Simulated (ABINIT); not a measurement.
# Quasiparticle gap of WSe2 (P6_3/mmc) in ABINIT

Wanted: ground state, empty states, screening and self-energy for WSe2 (P6_3/mmc).

Calculated with ABINIT 10.8.3; PBE and many-body steps on it, plane waves.

Most raw output is cut from this account.

The database entry behind the starting cell differs from later determinations by our own check (a about 0.2 % long), so it need not match the best structure at ambient conditions.

## 1. The structure

Symmetry: P6_3/mmc, No. 194, hexagonal system. The conventional cell has a = 3.290 Å, b = 3.290 Å, c = 12.970 Å, α = 90.00°, β = 90.00°, γ = 120.00°. Nearest to W lie 6 Se at 2.53 Å. Se has 3 W at 2.53 Å nearest. Farther neighbours and most contacts between anions are not listed.

The cell and positions come from the Crystallography Open Database and are kept as given unless a step says otherwise. Spin-orbit coupling is left out unless a step names it.

## 2. Ground state

This step: ABINIT 10.8.3; DFT, PBE, plane waves, norm-conserving pseudopotentials.

The ground-state density comes first.

run.abi

```
acell 3*1.0 Angstrom
rprim 
  3.290000000028 -0.000000000007 0.000000000000
  -1.645000000008 2.849223578479 0.000000000000
  0.000000000000 0.000000000000 12.970000000000
ntypat 2
znucl 74 34
natom 6
typat 1 1 2 2 2 2
xred 
  0.333333333333 0.666666666667 0.250000000000
  0.666666666667 0.333333333333 0.750000000000
  0.333333333333 0.666666666667 0.621000000000
  0.666666666667 0.333333333333 0.121000000000
  0.333333333333 0.666666666667 0.879000000000
  0.666666666667 0.333333333333 0.379000000000
pp_dirpath "pseudos"
pseudos "W.upf, Se.upf"
ecut 58
ngkpt 6 6 2
nshiftk 1
shiftk 0 0 0
kptopt 1
chksymbreak 0
nband 69
occopt 1
tolvrs 1e-08
nstep 60
prtwf 0
optforces 0
optstress 0
indata_prefix "in"
outdata_prefix "out"
tmpdata_prefix "tmp"
```

Started as:

```console
$ OMP_NUM_THREADS=1 mpirun -n 4 abinit run.abi > log
```

Run time: 5.2 min. Hardware: 4 MPI ranks of Arm Neoverse V1, shared host; peak memory 0.94 GiB; 21 min of CPU time.

Numbers from this step:

```
total energy               : -40949.7471 eV
gap                        : 0.9782 eV
k of the valence top       : 0, 0, 0
k of the conduction bottom : 0.1667, 0.1667, 0
least direct gap           : 1.524 eV
```

The gap is indirect, with the least direct gap 0.55 eV higher.

## 3. Empty states on the mesh, 3×3×1 mesh, 226 bands

The sums over transitions need many empty states on a uniform mesh; this step solves for them.

run.abi, as its differences from that of step 2:

```diff
@@ -19,3 +19,3 @@
 ecut 58
-ngkpt 6 6 2
+ngkpt 3 3 1
 nshiftk 1
@@ -24,9 +24,10 @@
 chksymbreak 0
-nband 69
-occopt 1
-tolvrs 1e-08
+iscf -2
+irdden 1
+istwfk *1
+nband 226
+nbdbuf 20
+tolwfr 1e-09
 nstep 60
-prtwf 0
-optforces 0
-optstress 0
+prtvol 0
 indata_prefix "in"
```

Started as:

```console
$ OMP_NUM_THREADS=1 mpirun -n 3 abinit run.abi > log
```

Elapsed: 4.1 min, on 3 MPI ranks; peak memory 0.54 GiB; 12 min of CPU time.

Numbers from this step:

```
gap                                                           : 1.330 eV
k of the valence top                                          : 0, 0, 0
k of the conduction bottom                                    : 0.3333, 0.3333, 0
least direct gap                                              : 1.524 eV
k points computed                                             : 3
lowest point of the top converged band, above the valence top : 55.1085 eV
```

On this mesh the gap is 1.330 eV. The earlier step found 0.978 eV, so this mesh misses an edge.

## 4. Screening, 3×3×1 mesh, 206 bands, screening to 130.6 eV

The RPA dielectric matrix is built and inverted for each q.

This step: RPA screening on PBE, plane waves, norm-conserving pseudopotentials.

run.abi, as its differences from that of step 3:

```diff
@@ -24,10 +24,11 @@
 chksymbreak 0
-iscf -2
-irdden 1
 istwfk *1
-nband 226
-nbdbuf 20
-tolwfr 1e-09
-nstep 60
-prtvol 0
+occopt 1
+irdwfk 1
+optdriver 3
+nband 206
+ecuteps 4.8
+inclvkb 2
+awtr 1
+symchi 1
 indata_prefix "in"
```

Started as:

```console
$ OMP_NUM_THREADS=1 mpirun -n 4 abinit run.abi > log
```

It took 2.9 min on 4 MPI ranks; peak memory 2.8 GiB; 12 min of CPU time.

This step gave:

```yaml
eps_infinity_with_local_fields_on_this_mesh_along_the_program_s_q_direction: 18.75
the_same_without_local_fields: 21.02
plasma_frequency: 37.50 eV
plane_waves_in_the_screening_matrix: 403
```

Local fields lower ε∞ by 11 %. On a Γ-centred mesh this coarse the value itself is usually too large, while a short band sum pulls it down.

## 5. Self-energy, 3×3×1 mesh, 206 bands, screening to 130.6 eV

The self-energy is evaluated for the states that the input lists, and the levels follow from it, in one-shot runs by the linearised quasiparticle equation.

This step: G0W0 on PBE, plane waves, norm-conserving pseudopotentials.

run.abi, as its differences from that of step 4:

```diff
@@ -27,8 +27,17 @@
 irdwfk 1
-optdriver 3
+optdriver 4
 nband 206
+gwcalctyp 0
+ecutsigx 58
+symsigma 1
+nkptgw 2
+kptgw 
+  0.0000000000 0.0000000000 0.0000000000
+  0.3333333333 0.3333333333 0.0000000000
+bdgw 
+  61 64
+  61 64
 ecuteps 4.8
-inclvkb 2
-awtr 1
-symchi 1
+irdscr 1
+ppmodel 1
 indata_prefix "in"
```

Wall time 23 s (4 MPI ranks); peak memory 2 GiB.

This step gave:

| Quantity | Value |
| --- | --- |
| G0W0 gap on the points computed | 1.880 eV |
| starting gap on the mesh | 1.330 eV |
| k of the valence top | 0, 0, 0 |
| k of the conduction bottom | 0.3333, 0.3333, 0 |
| Z at the valence top | 0.795 |
| Z at the conduction bottom | 0.79 |
| least direct G0W0 gap on the computed points | 2.137 eV |

The gap on the mesh goes from 1.33 eV to 1.88 eV, a correction of +0.55 eV. The start differs from the 0.98 eV found before because the two sample other k points.

Limits: finite bands, cutoff and mesh; no spin-orbit coupling; coarse k mesh. v1 is the top filled band, c1 the lowest empty one. Levels before and after the correction, in eV, zero at the valence-band top of each column:

|  | conduction bottom | valence top |
| --- | --- | --- |
| Kohn-Sham | 1.33 | 0.00 |
| G0W0 | 1.88 | 0.00 |

|  | level | energy (eV) |
| --- | --- | --- |
| Kohn-Sham | Γ v2 | -1.070 |
| Kohn-Sham | Γ v1 | 0.000 |
| Kohn-Sham | Γ c1-c2 | 2.641 |
| Kohn-Sham | (0.333 0.333 0) v2 | -0.440 |
| Kohn-Sham | (0.333 0.333 0) v1 | -0.194 |
| Kohn-Sham | (0.333 0.333 0) c1-c2 | 1.330 |
| G0W0 | Γ v2 | -1.534 |
| G0W0 | Γ v1 | 0.000 |
| G0W0 | Γ c1-c2 | 3.117 |
| G0W0 | (0.333 0.333 0) v2 | -0.574 |
| G0W0 | (0.333 0.333 0) v1 | -0.257 |
| G0W0 | (0.333 0.333 0) c1-c2 | 1.880 |

## 6. Where the time went

Times are wall times on the hardware named with each run, good to a factor of about two.

| step | time | share | memory (GiB) |
| --- | --- | --- | --- |
| ground state | 5.2 min | 41 % | 0.94 |
| empty states on the mesh | 4.1 min | 33 % | 0.54 |
| screening | 2.9 min | 23 % | 2.8 |
| self-energy | 23 s | 3 % | 2.0 |

## 7. Results

| Item | Value |
| --- | --- |
| PBE gap | 0.98 eV, indirect |
| G0W0 gap on the mesh | 1.88 eV |
| G0W0 gap over the zone (rigid shift) | 1.53 eV |
| GW settings | 3×3×1 mesh, 206 bands, screening to 130.6 eV, Godby-Needs plasmon pole |
| known limits | not at the basis limit; no spin-orbit coupling; coarse k mesh |

G0W0 moves the gap on the mesh from 1.33 eV to 1.88 eV (+0.55 eV), with Z of 0.80 and 0.79 at the edges. The mesh misses the band edges by 0.35 eV in all; a rigid shift gives 1.53 eV for the zone. Local fields lower the RPA ε∞ on this mesh from 21.02 to 18.75; a Γ-centred mesh this coarse tends to raise both, most where the direct gap is narrow, while a short band sum lowers them. Only 2 of the mesh's irreducible points were corrected, so a valley elsewhere could overtake. Bands and cutoff are finite, so the gap is not at the basis limit. The miss can reach some tenths of an eV and take either sign; the mesh is an error of its own. In the G0W0 run levels were corrected at 2 k points alone, so a gap called «on the mesh» is the least over those, and an edge elsewhere would be missed. A denser mesh or path gives a starting gap of 0.98 eV: the GW mesh misses a band edge, so its gaps are not the fundamental one. The 3×3×1 mesh is coarse for this cell, which bears on the long-range parts of exchange and screening. The many-body steps are scalar-relativistic: spin-orbit coupling is not in them.

[Paths, hosts, dates, memory and timing lines, banners, echoed tables and standing remarks are left out of the program output.]

[Logs are printed without paths, hosts, clocks, repeated set-up lines and the standing remarks that a program may print on its own settings, such as how far it seeks lower states.]

[Runs of the session that timed out or met a known fault of the program may be left out.]

[Hosts, paths, dates, database ids (printed as entryN), source tags and the programs' standing remarks are cut or masked in the printed files.]

[G0W0 gaps are taken among the corrected bands and points alone; a level outside them can change the order at an edge.]

[Where Ansatz stands beside ABINIT at settings called matched, ABINIT's density can come from a denser mesh and the files from another edition; pairs whose starting gaps differed by over 0.03 eV were left out, so agreement reads better than it is.]
